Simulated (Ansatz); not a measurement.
Planning a run of Ansatz 0.2.0 on Mg2H2O3 (P-3m1). The input:

```yaml
crystal:
  lattice:
    - [3.085, 0.0, 0.0]
    - [-1.5425, 2.6716883707, 0.0]
    - [0.0, 0.0, 7.71]
  atoms:
    - { symbol: Mg, position: [0.6666666667, 0.3333333333, 0.8421377891] }
    - { symbol: Mg, position: [0.3333333333, 0.6666666667, 0.1578622109] }
    - { symbol: H, position: [0.3333333333, 0.6666666667, 0.5827909811] }
    - { symbol: H, position: [0.6666666667, 0.3333333333, 0.4172090189] }
    - { symbol: O, position: [0.3333333333, 0.6666666667, 0.7069672289] }
    - { symbol: O, position: [0.6666666667, 0.3333333333, 0.2930327711] }
    - { symbol: O, position: [0.0, 0.0, 0.0] }
kpoints:
  mp_grid: { grid: [9, 9, 4] }
hamiltonian:
  xc: r2scan
scf:
  occupations: { method: fixed }
dielectric: {}
```

```sh
ansatz run input.yaml --threads 2 --pin off --max-ram 92160MiB --backend cuda --events-out ev --progress --plain --runs-dir out --devices 1 --max-vram 13GiB  # rebuilt from the run's record
```

Question: Estimate wall time and host memory on 1 × NVIDIA H100 80GB HBM3 (shared by 6 runs) with 2 threads of AMD EPYC 7R13 (Zen 3), shared host.

It took 26 s; on shared hardware allow 13 s to 52 s. Peak host memory was 1.8 GiB.

[Paths, hosts, dates, memory and timing lines, banners, echoed tables and standing remarks are left out of the program output.]

[Logs are printed without paths, hosts, clocks, repeated set-up lines and the standing remarks that a program may print on its own settings, such as how far it seeks lower states.]

[Runs of the session that timed out or met a known fault of the program may be left out.]

[Cells called generated may have been cut or substituted from an entry of the Crystallography Open Database or the Materials Project.]

[Hosts, paths, dates, database ids (printed as entryN), source tags and the programs' standing remarks are cut or masked in the printed files.]
